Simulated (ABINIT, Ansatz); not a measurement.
## MgH2 (P-3m1): third-order response

Which lines does MgH2 (P-3m1) show in Raman and infrared spectra?

Method: DFT LDA, scalar-relativistic, plane waves, HGH norm-conserving pseudopotentials, in ABINIT 10.8.3.

The structure was built from a prototype and need not be the compound's stable phase.

## (1) Starting point

Symmetry: P-3m1, No. 164, trigonal system. Conventional cell: a = 2.970 Å, b = 2.970 Å, c = 4.192 Å, α = 90.00°, β = 90.00°, γ = 120.00°. Mg has 6 H at 1.95 Å nearest. Nearest to H lie 3 Mg at 1.95 Å. Farther neighbours are not listed.

## (2) Relaxation

The harmonic expansion needs vanishing forces, and a free crystal bears no stress, so cell and atoms are brought to rest. Stress is more sensitive to the basis than forces are: the last 3 Ha under the cutoff are smoothed with ecutsm, and the cutoff is raised above that of the later runs.

The starting cell comes from a relaxation made beforehand in Ansatz (LDA, PseudoDojo NC).

The input, relax.abi:

```
# relaxation
ionmov 2
optcell 2
dilatmx 1.08
ntime 40
tolmxf 1.0d-05
tolvrs 1.0d-14
prtwf 0
prtden 0
chksymtnons 0

# basis, mesh and filling
ecut 43.0
ecutsm 3.0
ixc 7
ngkpt 9 9 6
nshiftk 1
shiftk 0.0 0.0 0.0
istwfk *1
occopt 1
nband 2
nstep 100
diemac 9.0
prtebands 0
prtgsr 0

# cell and atoms
acell 3*1.0 Angstrom
rprim 
    2.970060477 0.0 0.0
    -1.485030238 2.572147824 0.0
    0.0 0.0 4.192115461
ntypat 2
znucl 12 1
natom 3
typat 1 2 2
xred 
    0.0 0.0 0.0
    1/3 2/3 0.2231572599
    2/3 1/3 0.7768427401
pp_dirpath "./pseudo"
pseudos "Mg.hgh, H.hgh"
```

Launch:

```sh
> OMP_NUM_THREADS=1 mpirun -n 4 abinit relax.abi > relax.log
```

Numbers of over 12 decimals in the logs are rounded to 6 here.

relax.abo, the main output file:

```text
[banners, grids, parts of the stress and lines that vanish by symmetry left out]
- input  file    -> relax.abi
- output file    -> relax.abo
- root for input  files -> relaxi
[...]
Symmetries : space group P-3 m 1 (#164); Bravais hP (primitive hexag.)
[...]
mpw =        3693          nfft =       69984          nkpt =          62
[...]
== DATASET  1 ==================================================================
[...]
cutoff_energies: {ecut:  43.0, pawecutdg:  -1.0, }
[...]
Exchange-correlation functional for the present dataset will be:
  LDA: Perdew-Wang 92 LSD fit to Ceperley-Alder data - ixc=7
[...]
ETOT  1  -2.041562    -2.042E+00 8.745E-02 1.386E+02
 ETOT  2  -2.060930    -1.937E-02 1.753E-07 8.882E+00
 ETOT  3  -2.061232    -3.017E-04 2.800E-06 1.935E-01
 ETOT  4  -2.061237    -5.170E-06 6.670E-08 5.178E-03
 ETOT  5  -2.061237    -1.548E-07 1.887E-09 1.208E-05
[...]
At SCF step   10       vres2   =  3.45E-15 < tolvrs=  1.00E-14 =>converged.
[...]
sigma(1 1)=  3.97762727E-05  sigma(3 2)=  0.00000000E+00
  sigma(2 2)=  3.97762727E-05  sigma(3 1)=  0.00000000E+00
  sigma(3 3)=  1.57984473E-05  sigma(2 1)=  1.11403599E-13
[...]
convergence: {deltae: -1.332E-14, res2:  3.445E-15, residm:  4.438E-20, diffor: null, }
etotal    :  -2.06123734E+00
[...]
ETOT  1  -2.061257    -2.061E+00 1.110E-03 3.788E-02
[...]
At SCF step    8       vres2   =  8.58E-15 < tolvrs=  1.00E-14 =>converged.
[...]
sigma(1 1)=  3.30249734E-05  sigma(3 2)=  0.00000000E+00
  sigma(2 2)=  3.30249735E-05  sigma(3 1)=  0.00000000E+00
  sigma(3 3)=  1.31923592E-05  sigma(2 1)=  1.13399853E-13
[...]
convergence: {deltae:  4.485E-14, res2:  8.576E-15, residm:  1.592E-20, diffor: null, }
etotal    :  -2.06125921E+00
[...]
ETOT  1  -2.061253    -2.061E+00 7.937E+04 9.107E-01
[...]
At SCF step    9       vres2   =  3.29E-16 < tolvrs=  1.00E-14 =>converged.
[...]
sigma(1 1)= -8.94766668E-07  sigma(3 2)=  0.00000000E+00
  sigma(2 2)= -8.94766598E-07  sigma(3 1)=  0.00000000E+00
  sigma(3 3)=  8.76508170E-08  sigma(2 1)=  1.23378355E-13
[...]
convergence: {deltae:  7.550E-15, res2:  3.294E-16, residm:  2.256E-20, diffor: null, }
etotal    :  -2.06130682E+00
[...]
ETOT  1  -2.061307    -2.061E+00 5.214E-11 2.268E-04
[...]
At SCF step    7       vres2   =  1.63E-15 < tolvrs=  1.00E-14 =>converged.
[...]
sigma(1 1)= -2.63868129E-07  sigma(3 2)=  0.00000000E+00
  sigma(2 2)= -2.63868059E-07  sigma(3 1)=  0.00000000E+00
  sigma(3 3)=  2.79408956E-07  sigma(2 1)=  1.23193923E-13
[...]
convergence: {deltae:  9.770E-15, res2:  1.625E-15, residm:  9.658E-21, diffor: null, }
etotal    :  -2.06130684E+00
[...]
ETOT  1  -2.061307    -2.061E+00 6.072E-11 3.776E-06
[...]
sigma(1 1)= -8.77250645E-08  sigma(3 2)=  0.00000000E+00
  sigma(2 2)= -8.77249946E-08  sigma(3 1)=  0.00000000E+00
[...]
convergence: {deltae: -5.196E-14, res2:  3.367E-15, residm:  9.344E-20, diffor: null, }
etotal    :  -2.06130685E+00
[...]
ETOT  1  -2.061307    -2.061E+00 2.316E-10 1.420E-04
[...]
convergence: {deltae:  2.576E-14, res2:  7.799E-16, residm:  4.290E-21, diffor: null, }
etotal    :  -2.06130690E+00
[...]
ETOT  1  -2.061307    -2.061E+00 5.408E-09 3.219E-04
[...]
convergence: {deltae:  6.217E-15, res2:  3.286E-16, residm:  5.993E-21, diffor: null, }
etotal    :  -2.06130692E+00
[...]
ETOT  1  -2.061307    -2.061E+00 2.012E-08 2.735E-04
[...]
convergence: {deltae: -2.842E-14, res2:  4.397E-16, residm:  8.357E-21, diffor: null, }
etotal    :  -2.06130693E+00
[...]
ETOT  1  -2.061307    -2.061E+00 7.436E-10 4.895E-05
[...]
convergence: {deltae:  3.642E-14, res2:  9.889E-15, residm:  4.433E-19, diffor: null, }
etotal    :  -2.06130693E+00
[...]
ETOT  1  -2.061307    -2.061E+00 6.511E-10 1.067E-04
[...]
convergence: {deltae:  5.507E-14, res2:  6.542E-15, residm:  2.675E-19, diffor: null, }
etotal    :  -2.06130694E+00
[...]
ETOT  1  -2.061307    -2.061E+00 1.960E-09 3.659E-04
[...]
convergence: {deltae: -3.686E-14, res2:  1.664E-16, residm:  6.454E-21, diffor: null, }
etotal    :  -2.06130695E+00
[...]
ETOT  1  -2.061307    -2.061E+00 3.474E-09 1.071E-03
[...]
convergence: {deltae: -3.109E-15, res2:  1.417E-15, residm:  9.195E-21, diffor: null, }
etotal    :  -2.06130698E+00
[...]
ETOT  1  -2.061307    -2.061E+00 6.776E-10 1.213E-03
[...]
convergence: {deltae:  3.508E-14, res2:  5.267E-15, residm:  2.395E-20, diffor: null, }
etotal    :  -2.06130700E+00
[...]
ETOT  1  -2.061307    -2.061E+00 3.422E-10 2.004E-04
[...]
At SCF step    7       vres2   =  4.32E-15 < tolvrs=  1.00E-14 =>converged.
[...]
sigma(2 2)= -2.21790173E-07  sigma(3 1)=  0.00000000E+00
  sigma(3 3)= -5.82687339E-08  sigma(2 1)=  1.22887163E-13
[...]
convergence: {deltae:  5.373E-14, res2:  4.320E-15, residm:  2.693E-20, diffor: null, }
etotal    :  -2.06130701E+00
[...]
ETOT  1  -2.061307    -2.061E+00 5.126E-11 2.516E-05
[...]
ETOT  5  -2.061307     8.438E-15 2.009E-16 3.072E-12
 ETOT  6  -2.061307     1.776E-15 4.046E-19 8.903E-15
 At SCF step    6       vres2   =  8.90E-15 < tolvrs=  1.00E-14 =>converged.
[...]
sigma(1 1)= -3.37969164E-08  sigma(3 2)=  0.00000000E+00
  sigma(2 2)= -3.37968467E-08  sigma(3 1)=  0.00000000E+00
  sigma(3 3)=  4.60208775E-09  sigma(2 1)=  1.22832720E-13
[...]
convergence: {deltae:  1.776E-15, res2:  8.903E-15, residm:  4.046E-19, diffor: null, }
etotal    :  -2.06130701E+00
[...]
At Broyd/MD step  15, gradients are converged :
[...]
sigma(1 1)= -3.37969164E-08  sigma(3 2)=  0.00000000E+00
  sigma(2 2)= -3.37968467E-08  sigma(3 1)=  0.00000000E+00
  sigma(3 3)=  4.60208775E-09  sigma(2 1)=  1.22832720E-13
[...]
- sigma(1 1)= -9.94339609E-04  sigma(3 2)=  0.00000000E+00
- sigma(2 2)= -9.94337559E-04  sigma(3 1)=  0.00000000E+00
- sigma(3 3)=  1.35398096E-04  sigma(2 1)=  3.61386340E-09
[...]
fcart     -0.0000000000E+00 -0.0000000000E+00 -0.0000000000E+00
           strten     -3.3796916381E-08 -3.3796846675E-08  4.6020877536E-09
================================================================================

[key lines of the parts left out:]
pressure_GPa:   6.1776E-04
Total energy (etotal) [Ha]= -2.06130701320977E+00
```

Elapsed: 34 s, on 4 MPI ranks of Arm Neoverse V1, shared host.

Step by step:

| step | energy less that of the first step (eV) | largest force (eV/Å) | volume (Å³) |
| --- | --- | --- | --- |
| 1 | 0.0000 | 0.0482 | 32.03 |
| 2 | -0.0006 | 0.0406 | 31.93 |
| 3 | -0.0019 | 0.0025 | 31.49 |
| 4 | -0.0019 | 0.0030 | 31.50 |
| 5 | -0.0019 | 0.0030 | 31.50 |
| 6 | -0.0019 | 0.0022 | 31.51 |
| 7 | -0.0019 | 0.0013 | 31.51 |
| 8 | -0.0019 | 0.0005 | 31.51 |
| 9 | -0.0019 | 0.0003 | 31.51 |
| 10 | -0.0019 | 0.0000 | 31.51 |
| 11 | -0.0019 | 0.0002 | 31.51 |
| 12 | -0.0019 | 0.0005 | 31.51 |
| 13 | -0.0019 | 0.0005 | 31.53 |
| 14 | -0.0019 | 0.0002 | 31.54 |
| 15 | -0.0019 | 0.0000 | 31.54 |

| conventional cell, symmetrised | before | after | change |
| --- | --- | --- | --- |
| a (Å) | 2.970 | 2.950 | -0.7 % |
| b (Å) | 2.970 | 2.950 | -0.7 % |
| c (Å) | 4.192 | 4.185 | -0.2 % |
| volume (Å³/atom) | 10.68 | 10.51 | -1.5 % |

Final coordinates:

```cif
data_structure
_symmetry_space_group_name_H-M 'P 1'
_symmetry_Int_Tables_number 1
_cell_length_a 2.9501
_cell_length_b 2.9501
_cell_length_c 4.1848
_cell_angle_alpha 90.000
_cell_angle_beta 90.000
_cell_angle_gamma 120.000
_cell_volume 31.54
loop_
_atom_site_label
_atom_site_type_symbol
_atom_site_fract_x
_atom_site_fract_y
_atom_site_fract_z
_atom_site_occupancy
Mg1 Mg 0.00000 0.00000 0.00000 1
H2 H 0.33333 0.66667 0.22204 1
H3 H 0.66667 0.33333 0.77796 1
```

Numbers from this step:

| Item | Value |
| --- | --- |
| volume per atom | 10.51 Å³ |
| pressure | 6.18e-4 GPa |

The volume changes by -1.5 % from the cell with which this run began.

## (3) Ground state

The response is built on these wavefunctions, so the potential is converged far more tightly than an energy would need.

The input, gs.abi:

```
# ground state
tolvrs 1.0d-16
prtden 1
prtwf 1

# basis, mesh and filling
ecut 35.0
ixc 7
ngkpt 9 9 6
nshiftk 1
shiftk 0.0 0.0 0.0
istwfk *1
occopt 1
nband 2
nstep 100
diemac 9.0
prtebands 0
prtgsr 0

# cell and atoms
acell 3*1.0 Angstrom
rprim 
    2.950060517 0.0 0.0
    -1.475030258 2.55482735 0.0
    0.0 0.0 4.184828019
ntypat 2
znucl 12 1
natom 3
typat 1 2 2
xred 
    0.0 0.0 0.0
    1/3 2/3 0.2220378914
    2/3 1/3 0.7779621086
pp_dirpath "./pseudo"
pseudos "Mg.hgh, H.hgh"
```

Launch:

```sh
> OMP_NUM_THREADS=1 mpirun -n 4 abinit gs.abi > gs.log
```

gs.abo, the main output file:

```text
[banners, grids, parts of the stress and lines that vanish by symmetry left out]
- input  file    -> gs.abi
- output file    -> gs.abo
- root for input  files -> gsi
[...]
Symmetries : space group P-3 m 1 (#164); Bravais hP (primitive hexag.)
[...]
mpw =        2126          nfft =       40500          nkpt =          62
[...]
== DATASET  1 ==================================================================
[...]
cutoff_energies: {ecut:  35.0, pawecutdg:  -1.0, }
[...]
Exchange-correlation functional for the present dataset will be:
  LDA: Perdew-Wang 92 LSD fit to Ceperley-Alder data - ixc=7
[...]
ETOT  1  -2.043841    -2.044E+00 1.350E-01 9.015E+01
 ETOT  2  -2.059911    -1.607E-02 7.588E-07 4.363E+00
 ETOT  3  -2.060150    -2.394E-04 2.114E-06 1.393E-01
 ETOT  4  -2.060157    -6.780E-06 9.447E-08 2.013E-03
 ETOT  5  -2.060157    -1.112E-07 1.216E-09 6.643E-06
[...]
ETOT 10  -2.060157     3.686E-14 4.026E-20 1.236E-15
 ETOT 11  -2.060157    -2.309E-14 3.632E-22 4.086E-17
 At SCF step   11       vres2   =  4.09E-17 < tolvrs=  1.00E-16 =>converged.
[...]
sigma(1 1)=  2.23284145E-05  sigma(3 2)=  0.00000000E+00
  sigma(2 2)=  2.23284143E-05  sigma(3 1)=  0.00000000E+00
  sigma(3 3)=  2.30430569E-05  sigma(2 1)=  1.19288805E-13
[...]
convergence: {deltae: -2.309E-14, res2:  4.086E-17, residm:  3.632E-22, diffor: null, }
etotal    :  -2.06015686E+00
[...]
sigma(1 1)=  2.23284145E-05  sigma(3 2)=  0.00000000E+00
  sigma(2 2)=  2.23284143E-05  sigma(3 1)=  0.00000000E+00
  sigma(3 3)=  2.30430569E-05  sigma(2 1)=  1.19288805E-13
[...]
- sigma(1 1)=  6.56924635E-01  sigma(3 2)=  0.00000000E+00
- sigma(2 2)=  6.56924629E-01  sigma(3 1)=  0.00000000E+00
- sigma(3 3)=  6.77950140E-01  sigma(2 1)=  3.50959780E-09
[...]
fcart     -0.0000000000E+00  1.1898094959E-27 -0.0000000000E+00
           strten      2.2328414503E-05  2.2328414301E-05  2.3043056906E-05
================================================================================

[key lines of the parts left out:]
pressure_GPa:  -6.6393E-01
```

Elapsed: 2.8 s, on 4 MPI ranks.

Read from the output:

```
pressure : -0.6639 GPa
```

The cell stands at -0.66 GPa: the relaxation ran with a smoothed and higher cutoff, and the difference is a stress of the finite basis.

## (4) Empty bands

Empty bands on the ground state's density check that the gap assumed so far is there in this cell.

The input, gap.abi:

```
# empty bands on the ground state's density
iscf -2
getden_filepath "gso_DEN"
tolwfr 1.0d-12
nbdbuf 2
prtwf 0

# basis, mesh and filling
ecut 35.0
ixc 7
ngkpt 9 9 6
nshiftk 1
shiftk 0.0 0.0 0.0
istwfk *1
occopt 1
nband 6
nstep 100
diemac 9.0
prtebands 0
prtgsr 0

# cell and atoms
acell 3*1.0 Angstrom
rprim 
    2.950060517 0.0 0.0
    -1.475030258 2.55482735 0.0
    0.0 0.0 4.184828019
ntypat 2
znucl 12 1
natom 3
typat 1 2 2
xred 
    0.0 0.0 0.0
    1/3 2/3 0.2220378914
    2/3 1/3 0.7779621086
pp_dirpath "./pseudo"
pseudos "Mg.hgh, H.hgh"
```

Launch:

```sh
> OMP_NUM_THREADS=1 mpirun -n 4 abinit gap.abi > gap.log
```

gap.abo, the main output file:

```text
[banners, grids, parts of the stress and lines that vanish by symmetry left out]
- input  file    -> gap.abi
- output file    -> gap.abo
- root for input  files -> gapi
[...]
Symmetries : space group P-3 m 1 (#164); Bravais hP (primitive hexag.)
[...]
mpw =        2126          nfft =       40500          nkpt =          62
[...]
== DATASET  1 ==================================================================
[...]
cutoff_energies: {ecut:  35.0, pawecutdg:  -1.0, }
[...]
Exchange-correlation functional for the present dataset will be:
  LDA: Perdew-Wang 92 LSD fit to Ceperley-Alder data - ixc=7
[...]
-outvars: echo values of variables after computation
            acell      1.8897261259E+00  1.8897261259E+00  1.8897261259E+00 Bohr
================================================================================
```

Elapsed: 2.9 s, on 4 MPI ranks.

Read from the output:

- gap on the k-mesh: 3.590 eV

In this cell the gap on the mesh is 3.6 eV, indirect (smallest direct 4.5 eV), so fixed occupations hold.

(Part 1 of 3 ends here.)

[Host names and launcher messages were left out of these logs when they were recorded.]

[Logs are printed without paths, hosts, clocks, repeated set-up lines and the standing remarks that a program may print on its own settings, such as how far it seeks lower states.]

[Hosts, paths, dates, database ids (printed as entryN), source tags and the programs' standing remarks are cut or masked in the printed files.]
